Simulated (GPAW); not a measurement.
# Cs2InAgCl6 (Fm-3m): one start, several treatments of the self-energy, part 2 of 2

Wanted: the gap of Cs2InAgCl6 (Fm-3m) under several approximations, with cost.

GPAW 26.7.0; LDA and many-body steps on it, plane waves. Known limits of the many-body steps: not at the basis limit; d shell near the gap, gap tends to lie low; no spin-orbit coupling; coarse k mesh.

So far. Step 3 (G0W0, Godby-Needs plasmon pole): The gap on the mesh goes from 0.89 eV to 2.69 eV, a correction of +1.79 eV. Step 5 (G0W0, extrapolated in the cutoff): Against G0W0 in GPAW (2×2×2 mesh, 448 bands, screening to 78 eV, Godby-Needs plasmon pole), the gap moves by −0.059 eV.

**6. One-shot Hartree-Fock**

This step: one-shot Hartree-Fock levels on LDA orbitals, plane waves, PAW.

Contents of run.py:

```python
import json
import numpy as np
from gpaw.mpi import world
from gpaw.hybrids.eigenvalues import non_self_consistent_eigenvalues

dft, vxc, vxc_hyb = non_self_consistent_eigenvalues('full.gpw', 'EXX', 43, 47, kpt_indices=[0])
res = {'dft': dft[0], 'hybrid': (dft - vxc + vxc_hyb)[0]}
if world.rank == 0:
    with open('hybrid.txt', 'w') as f:
        for k, e0, e1 in zip([0], res['dft'], res['hybrid']):
            print(k, ' '.join(f'{x:9.4f}' for x in e0), '|', ' '.join(f'{x:9.4f}' for x in e1), file=f)

if world.rank == 0:
    with open('result.json', 'w') as f:
        json.dump(res, f, default=lambda x: x.tolist())
```

Started as:

```bash
> mpirun -n 4 gpaw python run.py
```

Numbers of over 12 decimals in the logs are rounded to 6 here.

The log of the run:

```text
IBZ(<points: 3, symmetries: 48>)
Occupied bands: 45
Transforming wave functions from IBZ to BZ: 0.040 seconds
Distributing wave functions and iFFT-ing to real space: 0.137 seconds
Calculating eigenvalues:
  k-points: 1
  Bands: 43-46 (inclusive)
  Seconds: 0.608 (wave-function broadcasting: 0.011 seconds)
HSE06-eigenvalue shifts:
  min: -4.249 eV
  ave: 0.210 eV
  max: 4.673 eV
```

Elapsed: 5.2 s, on 4 MPI ranks of Intel Xeon Platinum 8559C (Emerald Rapids), shared host; peak memory 0.89 GiB.

Numbers from this step:

| Quantity | Value |
| --- | --- |
| starting gap on the mesh | 0.8904 eV |
| hybrid gap on the mesh | 9.812 eV |
| least direct hybrid gap on the computed points | 9.812 eV |

**7. G0W0, full frequency, Hilbert transform**

This step: G0W0 on LDA, plane waves, PAW.

Contents of run.py:

```python
import json
import numpy as np
from gpaw.mpi import world
from gpaw.response.g0w0 import G0W0

gw = G0W0('full.gpw',
    filename='gw',
    kpts=[0],
    bands=(43, 47),
    ecut=78,
    nbands=448,
    integrate_gamma='WS',
    frequencies={'type': 'nonlinear', 'domega0': 0.1, 'omega2': 15.0},
    eta=0.1,
    nblocksmax=True)
gw.calculate()
res = {mode: {k: v for k, v in r.items() if k != 'sigma_eskwn'}
       for mode, r in gw.all_results.items()}

if world.rank == 0:
    with open('result.json', 'w') as f:
        json.dump(res, f, default=lambda x: x.tolist())
```

Started as:

```bash
> mpirun -n 4 gpaw python run.py
```

The log of the run:

```text
Using integrator: PointIntegrator
NonLinearFrequencyDescriptor(from 0.000 to 123.456 eV, 281 points)
Nonperiodic BCs:  [False False False]
Using integrator: PointIntegrator
NonLinearFrequencyDescriptor(from 0.000 to 123.456 eV, 281 points)
Nonperiodic BCs:  [False False False]
  ___  _ _ _
 |   || | | |
 | | || | | |
 |__ ||_____|
 |___|

BZ k-points: Symmetries present (total): 48

  [... matrices ...]
8 k-points: 2 x 2 x 2 Monkhorst-Pack grid + [1/4,1/4,1/4]
3 k-points in the irreducible part of the Brillouin zone
       k-points in crystal coordinates                weights
[...]
Results:
f:      Occupation numbers
eps:     KS-eigenvalues [eV]
vxc:     KS vxc [eV]
exx:     Exact exchange [eV]
sigma:   Self-energies [eV]
dsigma:  Self-energy derivatives
Z:       Renormalization factors
qp:      QP-energies [eV]

k-point 0 (0): (0.000, 0.000, 0.000)                GW
band       f     eps     vxc     exx   sigma  dsigma       Z      qp
                                                                   GW
  43   1.000   2.448 -24.313 -28.563   3.604  -0.330   0.752   1.963
  44   1.000   2.448 -24.313 -28.563   3.604  -0.330   0.752   1.963
  45   0.000   3.338 -14.828 -10.155  -3.058  -0.260   0.794   4.620
  46   0.000   7.310  -9.434  -4.767  -3.434  -0.208   0.828   8.331
```

Wall time 6.4 min (4 MPI ranks); peak memory 6.5 GiB; 25 min of CPU time.

This step gave:

| Quantity | Value |
| --- | --- |
| G0W0 gap on the points computed | 2.657 eV |
| least direct G0W0 gap on the computed points | 2.657 eV |
| starting gap on the mesh | 0.8904 eV |
| k of the valence top | 0, 0, 0 |
| k of the conduction bottom | 0, 0, 0 |

Against G0W0 in GPAW (2×2×2 mesh, 448 bands, screening to 78 eV, Godby-Needs plasmon pole), the gap moves by −0.028 eV.

**8. Side by side**

Times are wall times on 4 MPI ranks of Intel Xeon Platinum 8559C (Emerald Rapids), shared host, good to a factor of about two.

```
                                    run   mesh  bands  screening cutoff (eV)  DFT gap (eV)  gap on the mesh (eV)  direct (eV)     time
         G0W0, Godby-Needs plasmon pole  2×2×2    448                     78         0.890                 2.685        2.685     92 s
                         one-shot HSE06  2×2×2      -                      -         0.890                 2.663        2.663    5.1 s
       G0W0, extrapolated in the cutoff  2×2×2      -                    130         0.890                 2.626        2.626   12 min
                  one-shot Hartree-Fock  2×2×2      -                      -         0.890                 9.812        9.812    5.2 s
G0W0, full frequency, Hilbert transform  2×2×2    448                     78         0.890                 2.657        2.657  6.4 min
```

**9. Outcome**

| Item | Value |
| --- | --- |
| G0W0, Godby-Needs plasmon pole | 2.685 eV |
| one-shot HSE06 | 2.663 eV |
| G0W0, extrapolated in the cutoff | 2.626 eV |
| one-shot Hartree-Fock | 9.812 eV |
| G0W0, full frequency, Hilbert transform | 2.657 eV |
| known limits | not at the basis limit; d shell near the gap, gap tends to lie low; no spin-orbit coupling; coarse k mesh |

In words: One-shot HSE06: −0.023 eV against G0W0, Godby-Needs plasmon pole. G0W0, extrapolated in the cutoff: −0.059 eV against G0W0, Godby-Needs plasmon pole, at other bands or cutoff, so not like for like. One-shot Hartree-Fock: +7.127 eV against G0W0, Godby-Needs plasmon pole. G0W0, full frequency, Hilbert transform: −0.028 eV against G0W0, Godby-Needs plasmon pole. Bare exchange alone opens the gap to 9.81 eV; against G0W0, correlation takes back 7.13 eV. One-shot hybrid levels are evaluated on the LDA orbitals. Against experiment, by G0W0, Godby-Needs plasmon pole: the direct gap of 2.69 eV lies −0.61 eV from the measured 3.3 eV (direct, 2016). An exciton line or allowed optical edge lies below the quasiparticle gap by the binding energy; a forbidden edge can push the onset above it. These are gaps on the mesh, at modest bands and cutoff. The calculation has static nuclei and no excitons; a measured gap holds zero-point and thermal motion, which mostly lowers it. Bands and cutoff are finite, so the gap is not at the basis limit. The miss can reach some tenths of an eV and take either sign; the mesh is an error of its own. These stock PAW sets were not made for GW. In the G0W0 runs levels were corrected at 1 k point alone, so a gap called «on the mesh» is the least over those, and an edge elsewhere would be missed. The program warns of a poor linear fit in the extrapolation of some level, so the extrapolated values are rough. The 2×2×2 mesh is coarse for this cell, which bears on the long-range parts of exchange and screening. A d shell, filled or nearly so, lies near the gap. One-shot GW converges very slowly in bands there, not always from below, and on a semilocal start the gap tends to come out low; starts rich in exact exchange can overshoot instead. The many-body steps are scalar-relativistic: spin-orbit coupling is not in them.

[Paths, hosts, dates, memory and timing lines, banners, echoed tables and standing remarks are left out of the program output.]

[Logs are printed without paths, hosts, clocks, repeated set-up lines and the standing remarks that a program may print on its own settings, such as how far it seeks lower states.]

[Runs of the session that timed out or met a known fault of the program may be left out.]

[Hosts, paths, dates, database ids (printed as entryN), source tags and the programs' standing remarks are cut or masked in the printed files.]
